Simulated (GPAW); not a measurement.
# A 8-layer slab of K(100) in an electric field, part 2 of 2

Wanted: the out-of-plane polarisability of a 8-layer slab of K(100).

GPAW 26.7.0; GPAW, PAW setups; slab in vacuum, relaxation (the session's first sound run).

So far. Step 8 (Field on): The dipole is now 0.354 e Å, against 1.7e-5 in the run without a field. Step 9 (In a field): The dipole is now 0.709 e Å, against 1.7e-5 in the run without a field.

## 10. In a field

Input file run.py:

```python
import json
import numpy as np
from ase import Atoms
from gpaw import GPAW, PW
from gpaw.external import ConstantElectricField

slab = Atoms(
    ['K', 'K', 'K', 'K', 'K', 'K', 'K', 'K'],
    positions=[
        [2.61500, 2.61500, 7.00000],
        [0.00000, 0.00000, 9.61500],
        [2.61500, 2.61500, 12.23000],
        [0.00000, 0.00000, 14.84500],
        [2.61500, 2.61500, 17.46000],
        [0.00000, 0.00000, 20.07500],
        [2.61500, 2.61500, 22.69000],
        [0.00000, 0.00000, 25.30500]],
    cell=[[5.23, 0.0, 0.0], [0.0, 5.23, 0.0], [0.0, 0.0, 32.305]],
    pbc=[True, True, False])

slab.calc = GPAW(mode=PW(400), xc='PBE', kpts={'size': (6, 6, 1), 'gamma': True},
                 occupations={'name': 'fermi-dirac', 'width': 0.1}, nbands='160%',
                 convergence={'density': 1e-05}, maxiter=200,
                 poissonsolver={'dipolelayer': 'xy'},
                 external=ConstantElectricField(0.3, [0, 0, 1]),
                 symmetry={'tolerance': 1e-3}, txt='slab.txt')
result = {}
energy = slab.get_potential_energy()
fermi = slab.calc.get_fermi_level()
v = slab.calc.get_electrostatic_potential().mean((0, 1)) - fermi
n = slab.calc.get_pseudo_density().mean((0, 1))
L = slab.cell[2, 2]
z = np.arange(len(v)) * L / len(v)
low, high = slab.positions[:, 2].min(), slab.positions[:, 2].max()
below, above = np.interp([low - 4.8, high + 4.8], z, v)
slopes = [np.interp(x, z, np.gradient(v, z)) for x in (low - 4.8, high + 4.8)]
eps = np.array([[slab.calc.get_eigenvalues(k, s) for k in range(len(slab.calc.get_ibz_k_points()))]
                for s in range(slab.calc.get_number_of_spins())]) - fermi
top, bottom = eps[eps < 0].max(), eps[eps > 0].min()
dipole = slab.get_dipole_moment()[2]
print(f'energy {energy:.4f} eV, Fermi level {fermi:.4f} eV, dipole {dipole:.5f} e A')
print(f'potential 4.8 A off the faces, from the Fermi level: lower {below:.4f} eV, upper {above:.4f} eV')
print(f'slope of the potential there: lower {slopes[0]:.5f}, upper {slopes[1]:.5f} eV/A')
print(f'nearest levels on the mesh: {top:.4f} and {bottom:.4f} eV')
print('magnetic moment', round(slab.get_magnetic_moment(), 3))
result.update(energy=energy, fermi=fermi, dipole=dipole, below=below, above=above, slopes=slopes, edges=[top, bottom],
              z=z.tolist(), v=v.tolist(), n=n.tolist(), positions=slab.positions.tolist(),
              forces=slab.get_forces(apply_constraint=False).tolist(), moments=slab.get_magnetic_moments().tolist())
json.dump(result, open('result.json', 'w'))
```

Launch:

```
> OMP_NUM_THREADS=1 OPENBLAS_NUM_THREADS=1 python run.py
```

Log:

```text
energy -9.1652 eV, Fermi level -0.0546 eV, dipole 1.06565 e A
potential 4.8 A off the faces, from the Fermi level: lower 5.8434 eV, upper -1.1946 eV
slope of the potential there: lower -0.02255, upper 0.00354 eV/A
nearest levels on the mesh: -0.0523 and 0.0212 eV
magnetic moment 0.0
```

Wall time 12 min (1 thread of Arm Neoverse V1, shared host); peak memory 0.69 GiB.

The electrostatic potential energy of an electron (without an applied field's), less the Fermi level, planar mean oscillates, so the rows of the table below give means over windows of 2.58 Å about each position, cut where the curve ends. Its maxima inside the range that stand out by 2 % of the span (Å: eV): 0.4: 5.86, 8.3: 3.26, 10.9: 2.49, 13.5: 1.71, 16.0: 0.932, 18.7: 0.141, 21.3: -0.657, 23.9: -1.40. Its minima: 7.0: -2.05, 9.6: -2.65, 12.3: -3.45, 14.9: -4.27, 17.4: -5.05, 20.0: -5.77, 22.7: -6.58, 25.3: -7.59.

Electrostatic potential energy of an electron (without an applied field's), less the Fermi level, planar mean against z; means over each step:

z (Å), electrostatic potential energy of an electron (without an applied field's), less the Fermi level, planar mean (eV) and a bar from the least value:
```
     1.29       5.60 ##############################
     3.87       5.64 ##############################
     6.45       1.98 ##################
     9.03       1.02 ###############
    11.61       0.25 #############
    14.19      -0.53 ##########
    16.77      -1.30 ########
    19.35      -2.07 #####
    21.93      -2.84 ###
    24.51      -3.68 
    27.09      -1.83 ######
    29.67      -1.20 ########
```

The dipole is now 1.07 e Å, against 1.7e-5 in the run without a field.

## 11. The series

The members are put on one axis.

This step: induced dipole against applied field (GPAW 26.7.0).

Table of dipole along the normal by field:

```csv
field (V/Å),dipole along the normal (e·Å)
-0.200,-0.709
-0.100,-0.354
-0.050,-0.177
0.000,1.7e-5
0.050,0.177
0.100,0.354
0.200,0.709
0.300,1.07
```

## 12. A changed run

One more run, with changed settings.

This step: GPAW, PAW setups; slab in vacuum (GPAW 26.7.0).

Changes to run.py since step 10:

```diff
@@ -4,3 +4,2 @@
 from gpaw import GPAW, PW
-from gpaw.external import ConstantElectricField
 
@@ -21,6 +20,5 @@
 slab.calc = GPAW(mode=PW(400), xc='PBE', kpts={'size': (6, 6, 1), 'gamma': True},
-                 occupations={'name': 'fermi-dirac', 'width': 0.1}, nbands='160%',
-                 convergence={'density': 1e-05}, maxiter=200,
+                 occupations={'name': 'fermi-dirac', 'width': 2.0}, nbands='160%',
+                 convergence={'density': 1e-05}, maxiter=100,
                  poissonsolver={'dipolelayer': 'xy'},
-                 external=ConstantElectricField(0.3, [0, 0, 1]),
                  symmetry={'tolerance': 1e-3}, txt='slab.txt')
```

Log:

```text
energy -16.7039 eV, Fermi level -2.6009 eV, dipole -0.00004 e A
potential 4.8 A off the faces, from the Fermi level: lower 6.0737 eV, upper 6.0741 eV
slope of the potential there: lower -0.10798, upper 0.10796 eV/A
nearest levels on the mesh: -0.1411 and 0.0337 eV
magnetic moment 0.0
```

It took 16 min on 1 thread; peak memory 0.5 GiB.

The run finished. A setting was moved off its sound value on purpose, so it serves as a test and not as the result.

The fault put into the input: a smearing of electronvolts (width = 2.0).

## 13. Results

```json
{
  "work function, both faces": "2.24 eV",
  "dipole along the normal": "1.7e-5 e Å, near the numerical noise",
  "induced dipole per field": "3.55 e Å per V/Å",
  "out-of-plane polarisability per area, α/(ε0 A)": "23.5 Å"
}
```

In words: The field induces 3.55 e Å per V/Å, a polarisable thickness α/(ε0 A) of 23.5 Å beside 18.3 Å between the outermost nuclei. A perfect conductor would give the distance between its two image planes; a dielectric of thickness t gives t(1 - 1/ε). The measured value for polycrystalline K, which weights the faces of low work function, is 2.29 eV (as compiled in "Anisotropic work function of elemental crystals", 2019, arxiv:1902.07811); the relaxed upper face lies 0.053 eV under it with PBE. Measured work functions scatter by a tenth of an eV or more between methods. The induced dipole is linear in the field over this range. The in-plane lattice was kept as typed, which isn't the functional's own and leaves some strain; spin-orbit coupling and temperature are left out.

[Logs are printed without paths, hosts, clocks, repeated set-up lines and the standing remarks that a program may print on its own settings, such as how far it seeks lower states.]

[Hosts, paths, dates, database ids (printed as entryN), source tags and the programs' standing remarks are cut or masked in the printed files.]
